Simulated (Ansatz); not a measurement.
## Al2O3 (Corundum): optical spectrum from first principles

What colour and refractive index does Al2O3 (Corundum) have at this level of theory?

Main program and level: Ansatz 0.2.0; DFT, PBE, plane-wave PAW, default files, scalar-relativistic, independent-particle optical response without local fields.

**Measured values to reproduce.**

For Al2O3, alpha (corundum) (high-purity reference sample), “Multi-petahertz electron interference in Cr:Al2O3 solid-state material” (2018, pmc:5906618) quotes earlier work: band gap (optical band gap of host from absorption) 8.7 eV [literature value quoted for a high-purity sample; optical absorption edge, temperature …].

“Measurement of optical constants of TiN and TiN/Ti/TiN multilayer films for microwave kinetic inductance photon-number-resolving detectors” (2018, arxiv:1802.06737) reports for Al2O3, corundum, by spectrophotometer reflectance and transmittance with transfer-matrix analysis (500 um thick double-side polished bare wafer, 300 K): refractive index (n, approximately wavelength independent over 400-2000 nm, normal …) 1.75 [single wavelength-independent value for 400-2000 nm, dispersion neglected; derived from R …].

Most raw output is cut from this account.

### Step 1. Set-up

The structure is trigonal, space group R-3c (No. 167). Conventional cell: a = 4.760 Å, b = 4.760 Å, c = 12.996 Å, α = 90.00°, β = 90.00°, γ = 120.00°. Nearest to Al lie 6 O at 1.85 to 1.97 Å. Nearest to O lie 4 Al at 1.85 to 1.97 Å. Farther neighbours and most contacts between anions are not listed.

Structure file:

```cif
data_structure
_symmetry_space_group_name_H-M 'P 1'
_symmetry_Int_Tables_number 1
_cell_length_a 5.1302
_cell_length_b 5.1302
_cell_length_c 5.1302
_cell_angle_alpha 55.287
_cell_angle_beta 55.287
_cell_angle_gamma 55.287
_cell_volume 85.02
loop_
_atom_site_label
_atom_site_type_symbol
_atom_site_fract_x
_atom_site_fract_y
_atom_site_fract_z
_atom_site_occupancy
Al1 Al 0.85216 0.85216 0.85216 1
Al2 Al 0.64784 0.64784 0.64784 1
Al3 Al 0.14784 0.14784 0.14784 1
Al4 Al 0.35216 0.35216 0.35216 1
O5 O 0.05668 0.75000 0.44332 1
O6 O 0.75000 0.44332 0.05668 1
O7 O 0.44332 0.05668 0.75000 1
O8 O 0.94332 0.25000 0.55668 1
O9 O 0.25000 0.55668 0.94332 1
O10 O 0.55668 0.94332 0.25000 1
```

### Step 2. Ground state and bands

First the ground state: is it a metal or has it a gap?

This step: DFT, PBE, plane-wave PAW, default files, scalar-relativistic, ground state (Ansatz 0.2.0).

File input.yaml:

```yaml
crystal:
  lattice:
    - [2.38025, 1.3742379782, 4.3318666667]
    - [-2.38025, 1.3742379782, 4.3318666667]
    - [0.0, -2.7484759565, 4.3318666667]
  atoms:
    - { symbol: Al, position: [0.85216, 0.85216, 0.85216] }
    - { symbol: Al, position: [0.64784, 0.64784, 0.64784] }
    - { symbol: Al, position: [0.14784, 0.14784, 0.14784] }
    - { symbol: Al, position: [0.35216, 0.35216, 0.35216] }
    - { symbol: O, position: [0.05668, 0.75, 0.44332] }
    - { symbol: O, position: [0.75, 0.44332, 0.05668] }
    - { symbol: O, position: [0.44332, 0.05668, 0.75] }
    - { symbol: O, position: [0.94332, 0.25, 0.55668] }
    - { symbol: O, position: [0.25, 0.55668, 0.94332] }
    - { symbol: O, position: [0.55668, 0.94332, 0.25] }
kpoints:
  mp_grid: { grid: [6, 6, 6] }
  band_path:
    path:
      - [[0.0, 0.0, 0.0], [0.5, 0.0, 0.0], [0.5, 0.23376048, -0.23376048]]
      - [[0.76623952, 0.5, 0.23376048], [0.5, 0.5, 0.5], [0.0, 0.0, 0.0], [0.36688024, 0.0, -0.36688024]]
      - [[0.63311976, 0.36688024, 0.0], [0.5, 0.5, 0.0], [0.63311976, 0.63311976, 0.23376048], [0.5, 0.5, 0.5]]
      - [[0.5, 0.0, 0.0], [0.76623952, 0.36688024, 0.36688024]]
    npoints: 6
scf:
  occupations: { method: fermi_dirac, width: 0.05 }
  n_extra_bands: 14
hamiltonian:
  xc: pbe
  pseudopotentials: { kind: paw }
output:
  forces: true
  stress: true
  populations: true
  write_bands: true
```

On the command line:

```bash
> ansatz run input.yaml --threads 4 --pin off --max-ram 8192MiB --backend cpu --events-out ev --progress --plain --runs-dir out
```

It took 3.4 s on 4 threads of Arm Neoverse V1, shared host; peak memory 0.42 GiB; 11 s of CPU time.

Read-outs, printed or worked out from the files:

```
free energy                  : -5569.5509 eV
Fermi energy                 : 10.92 eV
gap by band count            : 6.217 eV
electrons                    : 48
symmetry operations          : 12
pressure                     : 7.343 GPa
gap on the k-mesh            : 6.217 eV
volume                       : 85.02 Å³
gap on the path              : 6.217 eV
least direct gap on the path : 6.217 eV
```

There is a gap, 6.22 eV on the path, so no carriers' term is needed. The cell is left with a pressure of 7.3 GPa and forces up to 0.03 eV/Å, as it stands unrelaxed at this level.

Electronic bands along the path, in eV, zero at the Fermi level; v1 is the highest filled band, c1 the lowest empty one:

| point | v4 | v3 | v2 | v1 | c1 | c2 | c3 | c4 |
| --- | --- | --- | --- | --- | --- | --- | --- | --- |
| Γ | -3.67 | -3.21 | -3.21 | -3.17 | 3.05 | 5.99 | 7.59 | 8.37 |
| halfway | -3.94 | -3.62 | -3.33 | -3.28 | 4.30 | 6.89 | 6.98 | 7.63 |
| L | -4.08 | -4.08 | -3.44 | -3.44 | 6.30 | 6.30 | 6.48 | 6.48 |
| halfway | -4.01 | -4.01 | -3.49 | -3.49 | 6.21 | 6.21 | 6.69 | 6.69 |
| B1 | -4.02 | -4.02 | -3.68 | -3.68 | 6.54 | 6.54 | 6.96 | 6.96 |
| jump to B | -4.02 | -4.02 | -3.68 | -3.68 | 6.54 | 6.54 | 6.96 | 6.96 |
| halfway | -4.03 | -4.03 | -3.71 | -3.71 | 6.21 | 6.21 | 7.64 | 7.64 |
| Z | -3.55 | -3.55 | -3.55 | -3.55 | 5.51 | 5.51 | 7.94 | 7.94 |
| halfway | -3.68 | -3.68 | -3.29 | -3.29 | 4.03 | 6.04 | 7.43 | 8.50 |
| Γ | -3.67 | -3.21 | -3.21 | -3.17 | 3.05 | 5.99 | 7.59 | 8.37 |
| halfway | -4.02 | -3.70 | -3.35 | -3.26 | 4.72 | 6.61 | 7.17 | 7.31 |
| X | -4.06 | -4.02 | -3.73 | -3.46 | 6.34 | 6.38 | 6.58 | 7.06 |
| jump to Q | -4.06 | -4.02 | -3.73 | -3.46 | 6.34 | 6.38 | 6.58 | 7.06 |
| halfway | -4.13 | -4.01 | -3.91 | -3.44 | 6.44 | 6.63 | 6.63 | 7.07 |
| F | -4.20 | -4.09 | -3.91 | -3.43 | 6.47 | 6.56 | 6.76 | 7.24 |
| halfway | -4.20 | -4.04 | -3.94 | -3.48 | 6.58 | 6.61 | 6.84 | 7.11 |
| P1 | -4.21 | -4.03 | -3.92 | -3.64 | 6.58 | 6.77 | 7.03 | 7.21 |
| halfway | -3.97 | -3.89 | -3.69 | -3.67 | 6.06 | 6.07 | 7.55 | 8.06 |
| Z | -3.55 | -3.55 | -3.55 | -3.55 | 5.51 | 5.51 | 7.94 | 7.94 |
| jump to L | -4.08 | -4.08 | -3.44 | -3.44 | 6.30 | 6.30 | 6.48 | 6.48 |
| halfway | -4.23 | -3.97 | -3.63 | -3.54 | 6.15 | 6.38 | 6.68 | 7.01 |
| P | -4.21 | -4.03 | -3.92 | -3.64 | 6.58 | 6.77 | 7.03 | 7.21 |

### Step 3. Spectrum

The spectrum is a sum over vertical transitions between filled and empty bands at the fixed density, so many empty bands are needed.

This step: DFT, PBE, plane-wave PAW, default files, scalar-relativistic, independent-particle optical response without local fields (Ansatz 0.2.0).

input.yaml, the sections that differ from step 2:

```yaml
kpoints:
  mp_grid: { grid: [6, 6, 6] }
scf:
  occupations: { method: fixed }
output:
  optics:
    e_range: [0, 14]
    de: 0.05
    sigma: 0.1
    nscf_kmesh: { grid: [6, 6, 6] }
    bands: { spectra_wanted_up_to: 14 }
# crystal, hamiltonian: as in step 2
```

It took 23 s on 4 threads; peak memory 1.1 GiB.

This step gave:

| Item | Value |
| --- | --- |
| electronic dielectric constant ε∞, mean over x, y and z (by symmetry where fewer were run) | 3.311 |
| absorption onset, first axis (α over 10⁴ cm⁻¹, or the direct gap if that lies higher) | 6.238 eV |
| main peak of Im epsilon, first axis | 11.24 eV |
| least direct gap on the mesh | 6.217 eV |
| bands summed | 55 |
| spectra valid up to | 23.63 eV |
| program's estimate of the k-sum error in Im epsilon | 0.12 % |
| electrons in the f-sum | 27.54 |

Table of Im ε by photon energy; read off at these points:

```
photon energy (eV)  E ∥ x or y   E ∥ z
             6.000      1.1e-5  1.1e-4
             6.250      0.0792   0.127
             6.500       0.380   0.391
             6.750       0.500   0.519
             7.000       0.594   0.618
             7.250       0.676   0.703
             7.500       0.749   0.772
             7.750       0.845   0.842
             8.000       0.931   0.907
             8.250        1.01   0.977
             8.500        1.09    1.05
             8.750        1.18    1.13
             9.000        1.29    1.22
             9.250        1.44    1.34
             9.500        1.69    1.53
             9.750        2.74    1.93
            10.000        2.89    3.12
            10.250        2.84    3.84
            10.500        4.09    3.95
            10.750        4.74    4.52
            11.000        5.25    4.84
            11.200        6.17    5.19
            11.250        6.20    5.13
            11.500        5.95    4.89
            11.750        4.93    4.35
            12.000        5.00    3.87
            12.250        5.42    3.44
            12.300        5.54    3.45
            12.500        5.30    3.71
            12.750        4.68    3.85
            13.000        4.33    4.10
            13.250        3.73    4.18
            13.500        3.64    4.35
            13.750        3.74    4.43
            13.800        3.77    4.49
            14.000        3.70    4.31
```

Table of Re ε by photon energy:

```csv
photon energy (eV),E ∥ x or y,E ∥ z
0.0,3.33,3.28
0.5,3.33,3.29
1.0,3.34,3.30
1.5,3.36,3.32
2.0,3.39,3.34
2.5,3.42,3.38
3.0,3.47,3.42
3.5,3.53,3.48
4.0,3.60,3.55
4.5,3.70,3.65
5.0,3.82,3.76
5.5,3.98,3.92
6.0,4.24,4.19
6.5,4.58,4.50
7.0,4.60,4.50
7.5,4.69,4.56
8.0,4.81,4.66
8.5,5.00,4.83
9.0,5.32,5.12
9.5,5.99,5.68
10.0,5.68,6.69
10.5,6.27,5.39
11.0,5.41,4.54
11.5,2.99,2.84
12.0,3.12,2.40
12.5,1.64,2.96
13.0,1.02,2.82
13.5,1.50,2.48
14.0,1.64,2.20
```

Table of refractive index n and extinction k by photon energy:

```
photon energy (eV)  n, E ∥ x or y  k, E ∥ x or y  n, E ∥ z  k, E ∥ z
               0.0           1.82              0      1.81         0
               0.5           1.82              0      1.81         0
               1.0           1.83              0      1.82         0
               1.5           1.83              0      1.82         0
               2.0           1.84              0      1.83         0
               2.5           1.85              0      1.84         0
               3.0           1.86              0      1.85         0
               3.5           1.88              0      1.87         0
               4.0           1.90              0      1.89         0
               4.5           1.92              0      1.91         0
               5.0           1.95              0      1.94         0
               5.5           2.00              0      1.98         0
               6.0           2.06         2.7e-6      2.05    2.6e-5
               6.5           2.14         0.0886      2.12    0.0922
               7.0           2.15          0.138      2.13     0.145
               7.5           2.17          0.172      2.14     0.180
               8.0           2.20          0.211      2.17     0.209
               8.5           2.25          0.243      2.21     0.238
               9.0           2.32          0.278      2.28     0.267
               9.5           2.47          0.343      2.40     0.317
              10.0           2.46          0.589      2.65     0.588
              10.5           2.62          0.779      2.46     0.803
              11.0           2.54           1.03      2.36      1.02
              11.5           2.20           1.36      2.06      1.19
              12.0           2.12           1.18      1.86      1.04
              12.5           1.90           1.40      1.96     0.945
              13.0           1.65           1.31      1.97      1.04
              13.5           1.65           1.10      1.93      1.13
              14.0           1.69           1.10      1.88      1.15
```

The reflectivity at normal incidence by photon energy; read off at these points:

```csv
photon energy (eV),E ∥ x or y (%),E ∥ z (%)
0.00,8.51,8.34
0.50,8.52,8.36
1.00,8.57,8.40
1.50,8.64,8.47
2.00,8.75,8.58
2.50,8.90,8.72
3.00,9.08,8.90
3.50,9.32,9.13
4.00,9.61,9.42
4.50,9.97,9.77
5.00,10.4,10.2
5.50,11.0,10.8
6.00,12.0,11.8
6.50,13.3,13.0
7.00,13.5,13.2
7.50,13.9,13.5
8.00,14.5,14.0
8.50,15.3,14.7
9.00,16.4,15.8
9.50,18.7,17.7
10.00,20.1,22.5
10.50,23.6,22.0
11.00,25.3,23.5
11.15,27.1,24.3
11.25,27.4,24.1
11.50,27.1,23.5
12.00,23.8,19.6
12.50,26.6,18.8
13.00,24.4,20.4
13.50,19.9,21.7
13.85,20.4,22.5
14.00,19.9,21.8
```

The loss function −Im 1/ε at q → 0 has structure finer than the step of the table below, so its rows give means over 0.5 eV, whole bins alone (the curve runs from 0 to 14 eV). Peaks (eV: height): E ∥ x or y 13.25: 0.241; E ∥ z 12.10: 0.190.

Loss function −Im 1/ε at q → 0 against energy loss; means over each step:

```csv
energy loss (eV),E ∥ x or y,E ∥ z
5.5,0,0
6.0,3.9e-4,8.1e-4
6.5,0.0164,0.0181
7.0,0.0275,0.0297
7.5,0.0334,0.0361
8.0,0.0386,0.0403
8.5,0.0416,0.0429
9.0,0.0432,0.0439
9.5,0.0464,0.0449
10.0,0.0684,0.0616
10.5,0.0728,0.0901
11.0,0.0946,0.112
11.5,0.136,0.152
12.0,0.152,0.183
12.5,0.173,0.166
13.0,0.219,0.164
13.5,0.234,0.172
```

At chosen wavelengths:

| wavelength (nm) | n xy | k xy | R (%) xy | 1/α xy | n z | k z | R (%) z | 1/α z |
| --- | --- | --- | --- | --- | --- | --- | --- | --- |
| 1550 | 1.83 | 0.000 | 8.5 | over 1 mm | 1.81 | 0.000 | 8.4 | over 1 mm |
| 633 | 1.84 | 0.000 | 8.7 | over 1 mm | 1.83 | 0.000 | 8.6 | over 1 mm |
| 532 | 1.85 | 0.000 | 8.8 | over 1 mm | 1.83 | 0.000 | 8.7 | over 1 mm |
| 405 | 1.86 | 0.000 | 9.1 | over 1 mm | 1.85 | 0.000 | 8.9 | over 1 mm |
| 308 | 1.90 | 0.000 | 9.6 | over 1 mm | 1.89 | 0.000 | 9.4 | over 1 mm |
| 248 | 1.95 | 0.000 | 10.4 | over 1 mm | 1.94 | 0.000 | 10.2 | over 1 mm |
| 193 | 2.14 | 0.074 | 13.3 | 208 nm | 2.12 | 0.079 | 13.0 | 194 nm |

Rows near the edge hang on the gap, which this functional as a rule makes too small, and phonon-assisted absorption is left out.

A film 1 µm thick would pass 84 % of daylight and look colourless in transmission (x = 0.313, y = 0.330).

The f-sum over the summed bands holds 27.5 of the cell's 48 electrons outside the frozen cores, 12 of which lie in bands more than 12 eV below the Fermi level, whose transitions come at higher energies. Up to 14 eV the strength has a mean oscillator energy of 11.2 eV, and these transitions give 55 % of ε∞ − 1 along x; the rest comes from higher ones.

### Step 4. Static response with local fields

Perturbation theory gives the static response with local fields and the functional's kernel, and it needs no empty bands.

This step: DFT, PBE, plane-wave PAW, default files, scalar-relativistic, static field response by perturbation theory with local fields (Ansatz 0.2.0).

input.yaml: that of step 3 with these lines changed.

```diff
@@ -23,8 +23,2 @@
   pseudopotentials: { kind: paw }
-output:
-  optics:
-    e_range: [0, 14]
-    de: 0.05
-    sigma: 0.1
-    nscf_kmesh: { grid: [6, 6, 6] }
-    bands: { spectra_wanted_up_to: 14 }
+dielectric: {}
```

Run time: 27 s. Hardware: 4 threads; peak memory 0.93 GiB; 1.8 min of CPU time.

This step gave:

| Item | Value |
| --- | --- |
| electronic dielectric constant ε∞, mean over x, y and z (by symmetry where fewer were run) | 3.238 |

ε∞ with local fields:

```
3.25 0.00 0.00
0.00 3.25 0.00
0.00 0.00 3.22
```

Diagonal elements. Born, by row:

```csv
atom,Z*xx (e),Z*yy (e),Z*zz (e)
Al1,2.981,2.981,2.949
Al2,2.981,2.981,2.949
Al3,2.981,2.981,2.949
Al4,2.981,2.981,2.949
O5,-1.937,-2.037,-1.966
O6,-1.937,-2.037,-1.966
O7,-2.087,-1.888,-1.966
O8,-1.937,-2.037,-1.966
O9,-1.937,-2.037,-1.966
O10,-2.087,-1.888,-1.966
```

Mean Born charges are Al +2.97 and O -1.98, against formal valences of +3 and -2. They lie near the ionic values.

### Step 5. Results

* gap on the path: 6.22 eV
* least direct gap on the path: 6.22 eV
* electronic dielectric constant ε∞, mean over x, y and z (by symmetry where fewer were run) (independent particles): 3.31
* absorption onset, first axis (α over 10⁴ cm⁻¹, or the direct gap if that lies higher): 6.24 eV
* main peak of Im epsilon, first axis: 11.2 eV
* electronic dielectric constant ε∞, mean over x, y and z (by symmetry where fewer were run) (static response with local fields): 3.24

In words: At this level (PBE, independent particles) Al2O3 has a mean ε∞ = 3.31 (3.24 with local fields) and n = 1.83 at 1550 nm (E ∥ x); absorption sets in near 6.2 eV, and Im ε peaks at 11.2 eV (E ∥ x). The gap on the path is direct, 6.22 eV. The absorption coefficient passes 10⁴ cm⁻¹ at 6.24 eV, in the ultraviolet, so the visible is passed. Distinct maxima of Im ε, read by a parabola through the highest points, lie at 11.24 eV (6.2) and 12.32 eV (5.6) for E ∥ x or y. The static values by axis are 3.33 (xy), 3.28 (z). The f-sum over the summed bands holds 27.5 of the cell's 48 electrons outside the frozen cores, 12 of which lie in bands more than 12 eV below the Fermi level, whose transitions come at higher energies. Up to 14 eV the strength has a mean oscillator energy of 11.2 eV, and these transitions give 55 % of ε∞ − 1 along x; the rest comes from higher ones. A film 1 µm thick would pass 84 % of daylight and look colourless in transmission (x = 0.313, y = 0.330). With local fields and the functional's kernel the static response is 3.24 against 3.31 for independent particles (-2 %). In the base spectrum excitons and phonon-assisted transitions are missing, and so are local fields; PBE gaps are as a rule too small, which pulls the onset down and ε∞ up. In the base run ε includes the program's bounded estimate of what the bands above those summed add.

Computed beside measured:

```
                     quantity  measured              PBE  PBE, no local fields
    band gap (least gap) (eV)       8.7  6.22 (-2.48 eV)                     -
refractive index (at 2000 nm)      1.75                -         1.83 (+4.3 %)
```

Measured values from pmc:5906618 (2018) and arxiv:1802.06737 (2018).

How well it matches: The band gap is off by -2.48 eV: a clear miss. Local and semilocal functionals usually give gaps below the measured ones. An optical gap can lie under the band gap by the exciton's binding. Zero-point and thermal motion shift the measured gap. The refractive index is off by +4.3 %: good agreement. No cell relaxation is part of this session.

[Logs are printed without paths, hosts, clocks, repeated set-up lines and the standing remarks that a program may print on its own settings, such as how far it seeks lower states.]

[Hosts, paths, dates, database ids (printed as entryN), source tags and the programs' standing remarks are cut or masked in the printed files.]
